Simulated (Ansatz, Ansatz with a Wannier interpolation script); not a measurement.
# Settings in Wannier-interpolated G0W0: La2O3 (P-3m1)

Aim: vary the Wannier model and the GW settings for La2O3 (P-3m1) and see what the interpolated bands lose.

Calculated with Ansatz 0.2.0; maximally localised Wannier functions, LDA, plane waves, PAW.

**1. Starting point**

Symmetry: P-3m1, No. 164, trigonal system. Conventional cell: a = 3.931 Å, b = 3.931 Å, c = 6.112 Å, α = 90.00°, β = 90.00°, γ = 120.00°. La has 7 O at 2.36 to 2.72 Å nearest. Nearest to O lie 4 La at 2.36 to 2.44 Å. O has 6 La at 2.72 Å nearest. Farther neighbours and most contacts between anions are not listed.

As a file:

```cif
data_structure
_symmetry_space_group_name_H-M 'P-3m1'
_symmetry_Int_Tables_number 164
_cell_length_a 3.9308
_cell_length_b 3.9308
_cell_length_c 6.1120
_cell_angle_alpha 90.000
_cell_angle_beta 90.000
_cell_angle_gamma 120.000
_cell_volume 81.78
loop_
_atom_site_label
_atom_site_type_symbol
_atom_site_symmetry_multiplicity
_atom_site_Wyckoff_symbol
_atom_site_fract_x
_atom_site_fract_y
_atom_site_fract_z
_atom_site_occupancy
La1 La 2 d 0.66667 0.33333 0.75376 1
O1 O 2 d 0.66667 0.33333 0.35411 1
O2 O 1 a 0.00000 0.00000 0.00000 1
```

The cell and positions are those that the Materials Project relaxed with its own functionals (PBE, PBE+U or r2SCAN), kept fixed. Spin-orbit coupling is left out unless a step names it. The default PAW set here is soft_2. Its files were made with PBE.

**2. Wannier model on 12×12×8**

Localised functions give a small Hamiltonian that interpolates between mesh points at no cost.

Input file input.yaml:

```yaml
crystal:
  lattice:
    - [3.930777878, 0.0, 0.0]
    - [-1.965388939, 3.404153499, 0.0]
    - [0.0, 0.0, 6.11195352]
  atoms:
    - { symbol: La, position: [0.66666667, 0.33333333, 0.75376432] }
    - { symbol: La, position: [0.33333333, 0.66666667, 0.24623568] }
    - { symbol: O, position: [0.66666667, 0.33333333, 0.35410935] }
    - { symbol: O, position: [0.33333333, 0.66666667, 0.64589065] }
    - { symbol: O, position: [0.0, 0.0, 0.0] }
kpoints:
  mp_grid: { grid: [6, 6, 4] }
hamiltonian:
  xc: lda
scf:
  occupations: { method: fixed }
  n_extra_bands: 43
output:
  wannier:
    kmesh: [12, 12, 8]
    projections: [{ species: La, l: f, shell: 4 }, { species: O, l: p, shell: 2 }]
    minimise: true
    write_hr: true
    seedname: w
    conv_tol: 1.0e-07
    max_iter: 4000
    disentanglement:
      window: [6.12, 17.75]
      frozen_window: [6.12, 14.75]
      conv_tol: 1.0e-08
```

The run is started by

```console
ansatz run input.yaml --threads 4 --pin off --max-ram 18432MiB --backend cpu --events-out ev --progress --plain --runs-dir out
```

Numbers of over 12 decimals in the logs are rounded to 6 here.

The program printed:

```text
La: projections on atomic orbitals take those of the free atom [Kr 4d10] 4f0 5s2 5p6 5d1 6s2, of charge +0.00 (hamiltonian.pseudopotentials.projection_atoms); the dataset's partial waves leave at most 1.9e-5 of an orbital's norm unspanned inside its sphere
scf.n_extra_bands = 43 over 20 filled bands (N_el = 40.0): the run solves 63 bands
Engine: ansatz 0.2.0, aarch64-unknown-linux-gnu
Pseudopotentials: kind: paw
Pseudopotential: La, paw, valence charge 11, recommended cutoff 420 eV (normal), La.paw.azcp
Pseudopotential: O, paw, valence charge 6, recommended cutoff 420 eV (normal), O.paw.azcp
Functional definition: SPW92
  exchange = slater_x
  correlation = pw_c
Crystal: 5 atoms, lattice volume = 81.784 Å³
Basis set: ecut = 420 eV, 1641 PW (Γ)
Bands: 63, of which v1, the nominal top of the filled ones, is band 20 counted from 1 (19 counted from 0)
Symmetry: 12 space group operations
Space group: P-3m1 (ITA 164), of the structure as read, at distance tolerance 4.3e-5 Å
k-points: 24 of 144
Non-local potential: La, projectors of the file, l = 0: 3, l = 1: 2, l = 2: 2, l = 3: 3
Non-local potential: O, projectors of the file, l = 0: 2, l = 1: 2, l = 2: 1
PAW form: soft (Blöchl's): semilocal exchange-correlation on the pseudo side does not see the compensation charge
PAW frozen core: La, regenerated for the run's functional, and the local potential with it (the file was generated under x = pbe(κ = 0.804, μ = 0.219515), c = pbe(β = 0.066725))
PAW frozen core: O, regenerated for the run's functional, and the local potential with it (the file was generated under x = pbe(κ = 0.804, μ = 0.219515), c = pbe(β = 0.066725))
PAW one-centre angular grid: La, 590 points (default); XC on 64 Gauss nodes
PAW one-centre angular grid: O, 110 points (default); XC on 64 Gauss nodes
Initial density: superposition of atomic densities (neutral atoms: chi_scale 0, normalization atom), corrected by the library's trained network
Initial wavefunctions: pseudopotential atomic-orbital guess
Functional: x = slater, c = lda
SCF iter   1: F=—  HF=-13827.930539 eV  |F-HF|=—  |Δ(HF+E_count)|=         —  Δρ=1.61e-2  dr2=2.12e-1  ethr=1.77e-3  ⟨swp⟩=4.0  Hψ=4694  notcnv=0  defer=932
preconditioner: auto → Resta (q_TF=auto, 2.422 Å⁻¹)  ε∞=2.6  [insulator: Δε(μ)=3.556 eV  Ē_g=19.542 eV  n_scr=22 (ndim 8)  ℏωp=24.6 eV  f_vac=0.023  ε∞_Penn≈2.6]
SCF iter   2: F=—  HF=-13827.899304 eV  |F-HF|=—  |Δ(HF+E_count)|=   3.12e-2  Δρ=9.68e-3  dr2=5.61e-2  ethr=5.30e-4  ⟨swp⟩=2.8  Hψ=2149  notcnv=0  defer=974
SCF iter   3: F=—  HF=-13827.886568 eV  |F-HF|=—  |Δ(HF+E_count)|=   1.27e-2  Δρ=2.12e-3  dr2=1.97e-3  ethr=1.40e-4  ⟨swp⟩=2.0  Hψ=891  notcnv=0  defer=976
SCF iter   4: F=—  HF=-13827.886404 eV  |F-HF|=—  |Δ(HF+E_count)|=   1.65e-4  Δρ=1.37e-3  dr2=1.50e-3  ethr=4.93e-6  ⟨swp⟩=2.0  Hψ=1075  notcnv=0  defer=979
SCF iter   5: F=—  HF=-13827.886114 eV  |F-HF|=—  |Δ(HF+E_count)|=   2.90e-4  Δρ=1.48e-4  dr2=1.65e-5  ethr=3.74e-6  ⟨swp⟩=2.0  Hψ=837  notcnv=0  defer=930
SCF iter   6: F=—  HF=-13827.886114 eV  |F-HF|=—  |Δ(HF+E_count)|=   4.27e-7  Δρ=5.65e-5  dr2=2.45e-6  ethr=4.12e-8  ⟨swp⟩=2.7  Hψ=1952  notcnv=0  defer=914
SCF iter   7: F=-13827.886114 eV  HF=-13827.886114 eV  |F-HF|=1.47e-8  |Δ(HF+E_count)|=   3.85e-9  Δρ=7.72e-6  dr2=3.87e-8  ethr=2.50e-10  ⟨swp⟩=11.5  Hψ=10973  notcnv=0
SCF 1 converged in 7 iterations: F = -13827.886114 eV  dr2 = 3.87e-8
[...]
NSCF: frozen V_eff on 134 k-points
the Wannier pass solved 134 of the 1152 points of its mesh, and has the states at the others by symmetry: states obtained by the crystal's operations at points that were solved too leave a residual of 3.34e-13 eV (read by the count's bands and the next), within 1.11e-5 eV
SCF converged after 7 iterations
Free energy (F): -13827.886114 eV
Harris-Foulkes:  -13827.886114 eV  (|F-HF|=1.47e-8)
Internal energy: -13827.886114 eV  (E = F + TS)
E sigma→0 (E₀):  -13827.886114 eV
Fermi energy:    9.317330 eV
--- Per-component energies (eV) ---
  E_band       = -18.818297
  E_kinetic    = 907.396699
  E_local      = -1537.234824  (includes V_loc(G=0)·N_el)
  E_nonlocal   = 349.756701
  E_hartree    = 542.185236
  E_xc         = -496.557540
  E_vxc        = -577.548577  (∫ρ·V_xc dr)
  E_paw        = -10929.933452  (= ΣΔE_a)
  E_vpaw       = -245.564415  (= ΣTr[D̂ρ^β])
  E_aug_tail   = 0.007316  (compensation charges beyond the density's cutoff)
  E_ewald      = -2664.442448
  E_core_change = 0.936197  (= ΣΔE_core)
  E_smearing   = -0.000000  (= −TS)
  E_closure    = -0.000000  (closes the sum)
  Σ components = -13827.886114   (vs F -13827.886114, Δ=0.00e0)
--- Band table (eV; the first three rows and the last of 24) ---
  k-point 0: bands = [... 16 lower, 7.6129, 8.9238, 8.9238, 9.1941, 13.4488, 13.8237, 13.8237, 14.3511, ... 39 higher]
  k-point 1: bands = [... 16 lower, 7.9938, 8.8841, 8.9705, 8.9705, 13.6169, 13.8899, 13.8899, 14.3916, ... 39 higher]
  k-point 2: bands = [... 16 lower, 8.2891, 8.4905, 9.0235, 9.0235, 13.8735, 13.9504, 13.9504, 14.1694, ... 39 higher]
  k-point 23: bands = [... 16 lower, 8.7315, 9.0370, 9.0370, 9.1115, 13.4414, 14.0688, 14.1390, 14.1390, ... 39 higher]
Wannier search: line search 1 of at most 4000: gauge-dependent spread (as the search counts it) 8.7265391 Å², largest recent change 2.5e0 Å² and fall left 1.1e-2 Å² against conv_tol 1.0e-7 Å², 0 stops escaped
WARN: <dir> 492 periodic images of 492 elements of H(R) lie 4.88e-4 to 1.95e-3 Å beyond their element's nearest image, near the 9.77e-4 Å window within which an element is shared among its images; whether they share it moves the interpolated H(k) by 1.2e-3 eV (Frobenius norm, root mean square over the Brillouin zone); at the model's own mesh points H(k) does not change
```

Elapsed: 54 s, on 4 threads of Arm Neoverse V1, shared host; peak memory 2.5 GiB; 2.9 min of CPU time.

Numbers from this step:

| Property | Result |
| --- | --- |
| gauge-invariant spread | 42.00 Å² |
| diagonal spread | 0.4523 Å² |
| off-diagonal spread | 7.509 Å² |
| total spread | 49.96 Å² |
| least projectability | 0.07447 |
| localisation steps | 52 |
| disentanglement steps | 314 |
| r.m.s. interpolation error | 7.49e-4 eV |
| r.m.s. error near the gap | 8.19e-4 eV |

Near the gap the model misses directly solved bands by 0.8 meV r.m.s. and by 10 meV at most in the window tested. This tests the starting bands, not the corrections carried with them.

**3. Wannier model on 6×6×4**

input.yaml, as its differences from that of step 2:

```diff
@@ -20,3 +20,3 @@
   wannier:
-    kmesh: [12, 12, 8]
+    kmesh: [6, 6, 4]
     projections: [{ species: La, l: f, shell: 4 }, { species: O, l: p, shell: 2 }]
```

The program printed:

```text
[...]
Crystal: 5 atoms, lattice volume = 81.784 Å³
Basis set: ecut = 420 eV, 1641 PW (Γ)
Bands: 63, of which v1, the nominal top of the filled ones, is band 20 counted from 1 (19 counted from 0)
Symmetry: 12 space group operations
[...]
k-points: 24 of 144
[...]
SCF iter   1: F=—  HF=-13827.930539 eV  |F-HF|=—  |Δ(HF+E_count)|=         —  Δρ=1.61e-2  dr2=2.12e-1  ethr=1.77e-3  ⟨swp⟩=4.0  Hψ=4694  notcnv=0  defer=932
[...]
SCF iter   7: F=-13827.886114 eV  HF=-13827.886114 eV  |F-HF|=1.47e-8  |Δ(HF+E_count)|=   3.85e-9  Δρ=7.72e-6  dr2=3.87e-8  ethr=2.50e-10  ⟨swp⟩=11.5  Hψ=10973  notcnv=0
SCF 1 converged in 7 iterations: F = -13827.886114 eV  dr2 = 3.87e-8
[...]
NSCF: frozen V_eff on 27 k-points
[...]
SCF converged after 7 iterations
Free energy (F): -13827.886114 eV
[...]
Internal energy: -13827.886114 eV  (E = F + TS)
E sigma→0 (E₀):  -13827.886114 eV
Fermi energy:    9.317330 eV
[...]
--- Band table (eV; the first three rows and the last of 24) ---
  k-point 0: bands = [... 16 lower, 7.6129, 8.9238, 8.9238, 9.1941, 13.4488, 13.8237, 13.8237, 14.3511, ... 39 higher]
  k-point 1: bands = [... 16 lower, 7.9938, 8.8841, 8.9705, 8.9705, 13.6169, 13.8899, 13.8899, 14.3916, ... 39 higher]
  k-point 2: bands = [... 16 lower, 8.2891, 8.4905, 9.0235, 9.0235, 13.8735, 13.9504, 13.9504, 14.1694, ... 39 higher]
  k-point 23: bands = [... 16 lower, 8.7315, 9.0370, 9.0370, 9.1115, 13.4414, 14.0688, 14.1390, 14.1390, ... 39 higher]
[...]
```

The job ended after 9 s (4 threads; peak memory 0.56 GiB).

This step gave:

| Property | Result |
| --- | --- |
| gauge-invariant spread | 38.00 Å² |
| diagonal spread | 0.3741 Å² |
| off-diagonal spread | 6.852 Å² |
| total spread | 45.23 Å² |
| least projectability | 0.1692 |
| localisation steps | 63 |
| disentanglement steps | 91 |
| r.m.s. interpolation error | 0.004221 eV |
| r.m.s. error near the gap | 0.004606 eV |

Near the gap the model misses directly solved bands by 4.6 meV r.m.s. and by 39 meV at most in the window tested. This tests the starting bands, not the corrections carried with them.

Frozen up to 5.43 eV; above it the model need not follow the bands. Electronic bands along the path, in eV, zero at the valence-band top; v1 is the highest filled band, c1 the lowest empty one:

```tsv
point	v4	v3	v2	v1	c1	c2	c3	c4
Γ	-1.70	-0.39	-0.39	-0.12	4.13	4.51	4.51	5.03
halfway	-1.01	-0.90	-0.38	-0.23	4.11	4.56	4.83	5.15
M	-0.73	-0.64	-0.42	-0.30	3.75	4.59	5.06	5.10
halfway	-0.82	-0.67	-0.48	-0.32	3.81	4.51	4.90	4.99
K	-0.84	-0.84	-0.81	-0.09	3.73	4.64	4.64	4.89
halfway	-0.93	-0.81	-0.57	-0.18	4.08	4.49	4.90	5.08
Γ	-1.70	-0.39	-0.39	-0.12	4.13	4.51	4.51	5.03
halfway	-1.32	-0.43	-0.35	-0.35	4.30	4.57	4.57	5.07
A	-1.03	-0.83	-0.29	-0.29	4.56	4.63	4.63	4.85
halfway	-1.28	-0.55	-0.32	-0.11	4.34	4.73	4.80	4.95
L	-0.96	-0.73	-0.36	0.00	4.30	4.49	4.94	5.09
halfway	-0.85	-0.61	-0.17	-0.07	4.31	4.45	4.92	5.01
H	-0.59	-0.28	-0.28	-0.21	4.12	4.75	4.82	4.82
halfway	-1.07	-0.59	-0.27	-0.10	4.41	4.61	4.80	5.01
A	-1.03	-0.83	-0.29	-0.29	4.56	4.63	4.63	4.85
jump to L	-0.96	-0.73	-0.36	0.00	4.30	4.49	4.94	5.09
halfway	-0.85	-0.56	-0.38	-0.20	3.98	4.59	4.99	5.11
M	-0.73	-0.64	-0.42	-0.30	3.75	4.59	5.06	5.10
jump to H	-0.59	-0.28	-0.28	-0.21	4.12	4.75	4.82	4.82
halfway	-0.71	-0.49	-0.49	-0.14	3.90	4.75	4.75	4.85
K	-0.84	-0.84	-0.81	-0.09	3.73	4.64	4.64	4.89
```

The same for Kohn-Sham, solved directly:

```tsv
point	v4	v3	v2	v1	c1	c2	c3	c4
Γ	-1.70	-0.39	-0.39	-0.12	4.13	4.51	4.51	5.03
M	-0.73	-0.64	-0.42	-0.30	3.75	4.59	5.06	5.10
K	-0.84	-0.84	-0.81	-0.09	3.73	4.64	4.64	4.89
Γ	-1.70	-0.39	-0.39	-0.12	4.13	4.51	4.51	5.03
A	-1.03	-0.83	-0.29	-0.29	4.56	4.63	4.63	4.85
L	-0.96	-0.73	-0.36	0.00	4.30	4.49	4.94	5.09
H	-0.59	-0.28	-0.28	-0.21	4.12	4.75	4.82	4.82
A	-1.03	-0.83	-0.29	-0.29	4.56	4.63	4.63	4.85
L	-0.96	-0.73	-0.36	0.00	4.30	4.49	4.94	5.09
M	-0.73	-0.64	-0.42	-0.30	3.75	4.59	5.06	5.10
H	-0.59	-0.28	-0.28	-0.21	4.12	4.75	4.82	4.82
K	-0.84	-0.84	-0.81	-0.09	3.73	4.64	4.64	4.89
```

**4. A faulty Wannier input**

input.yaml, as its differences from that of step 3:

```diff
@@ -21,3 +21,3 @@
     kmesh: [6, 6, 4]
-    projections: [{ species: La, l: f, shell: 4 }, { species: O, l: p, shell: 2 }]
+    projections: [{ species: O, l: p, shell: 2 }]
     minimise: true
```

The program printed:

```text
La: projections on atomic orbitals take those of the free atom [Kr 4d10] 4f0 5s2 5p6 5d1 6s2, of charge +0.00 (hamiltonian.pseudopotentials.projection_atoms); the dataset's partial waves leave at most 1.9e-5 of an orbital's norm unspanned inside its sphere
scf.n_extra_bands = 43 over 20 filled bands (N_el = 40.0): the run solves 63 bands
Engine: ansatz 0.2.0, aarch64-unknown-linux-gnu
Pseudopotentials: kind: paw
Pseudopotential: La, paw, valence charge 11, recommended cutoff 420 eV (normal), La.paw.azcp
Pseudopotential: O, paw, valence charge 6, recommended cutoff 420 eV (normal), O.paw.azcp
Functional definition: SPW92
  exchange = slater_x
  correlation = pw_c
Crystal: 5 atoms, lattice volume = 81.784 Å³
Basis set: ecut = 420 eV, 1641 PW (Γ)
Bands: 63, of which v1, the nominal top of the filled ones, is band 20 counted from 1 (19 counted from 0)
Symmetry: 12 space group operations
Space group: P-3m1 (ITA 164), of the structure as read, at distance tolerance 4.3e-5 Å
k-points: 24 of 144
Non-local potential: La, projectors of the file, l = 0: 3, l = 1: 2, l = 2: 2, l = 3: 3
Non-local potential: O, projectors of the file, l = 0: 2, l = 1: 2, l = 2: 1
PAW form: soft (Blöchl's): semilocal exchange-correlation on the pseudo side does not see the compensation charge
PAW frozen core: La, regenerated for the run's functional, and the local potential with it (the file was generated under x = pbe(κ = 0.804, μ = 0.219515), c = pbe(β = 0.066725))
PAW frozen core: O, regenerated for the run's functional, and the local potential with it (the file was generated under x = pbe(κ = 0.804, μ = 0.219515), c = pbe(β = 0.066725))
[...]
SCF converged after 7 iterations
Free energy (F): -13827.886114 eV
Harris-Foulkes:  -13827.886114 eV  (|F-HF|=1.47e-8)
Internal energy: -13827.886114 eV  (E = F + TS)
E sigma→0 (E₀):  -13827.886114 eV
Fermi energy:    9.317330 eV
--- Per-component energies (eV) ---
  E_band       = -18.818297
  E_kinetic    = 907.396699
  E_local      = -1537.234824  (includes V_loc(G=0)·N_el)
  E_nonlocal   = 349.756701
  E_hartree    = 542.185236
  E_xc         = -496.557540
  E_vxc        = -577.548577  (∫ρ·V_xc dr)
  E_paw        = -10929.933452  (= ΣΔE_a)
  E_vpaw       = -245.564415  (= ΣTr[D̂ρ^β])
  E_aug_tail   = 0.007316  (compensation charges beyond the density's cutoff)
  E_ewald      = -2664.442448
  E_core_change = 0.936197  (= ΣΔE_core)
  E_smearing   = -0.000000  (= −TS)
  E_closure    = -0.000000  (closes the sum)
  Σ components = -13827.886114   (vs F -13827.886114, Δ=0.00e0)
--- Band table (eV; the first three rows and the last of 24) ---
  k-point 0: bands = [... 16 lower, 7.6129, 8.9238, 8.9238, 9.1941, 13.4488, 13.8237, 13.8237, 14.3511, ... 39 higher]
  k-point 1: bands = [... 16 lower, 7.9938, 8.8841, 8.9705, 8.9705, 13.6169, 13.8899, 13.8899, 14.3916, ... 39 higher]
  k-point 2: bands = [... 16 lower, 8.2891, 8.4905, 9.0235, 9.0235, 13.8735, 13.9504, 13.9504, 14.1694, ... 39 higher]
  k-point 23: bands = [... 16 lower, 8.7315, 9.0370, 9.0370, 9.1115, 13.4414, 14.0688, 14.1390, 14.1390, ... 39 higher]
WARN: one of the run's output files is refused, and neither it nor the files that depend on it are written in full: <dir> frozen window holds 16 > num_wann = 9 bands at ik = 0 (ik counts from 0, the k-points of the .win, .mmn and .eig files from 1)
Error: <dir> frozen window holds 16 > num_wann = 9 bands at ik = 0 (ik counts from 0, the k-points of the .win, .mmn and .eig files from 1)
```

The job ended after 6.8 s (4 threads; peak memory 0.56 GiB).

The run ended with an error after its SCF cycle had converged; no result of it is taken.

The program's message: “Error: <dir> frozen window holds 16 > num_wann = 9 bands at ik = 0 (ik counts from 0, the k-points of the .win, .mmn and .eig files from 1)”

The fault put into this input: trial orbitals that do not span the target bands.

(Part 1 of 2 ends here.)

[Paths, hosts, dates, memory and timing lines, banners, echoed tables and standing remarks are left out of the program output.]

[Logs are printed without paths, hosts, clocks, repeated set-up lines and the standing remarks that a program may print on its own settings, such as how far it seeks lower states.]

[Runs of the session that timed out or met a known fault of the program may be left out.]

[Hosts, paths, dates, database ids (printed as entryN), source tags and the programs' standing remarks are cut or masked in the printed files.]
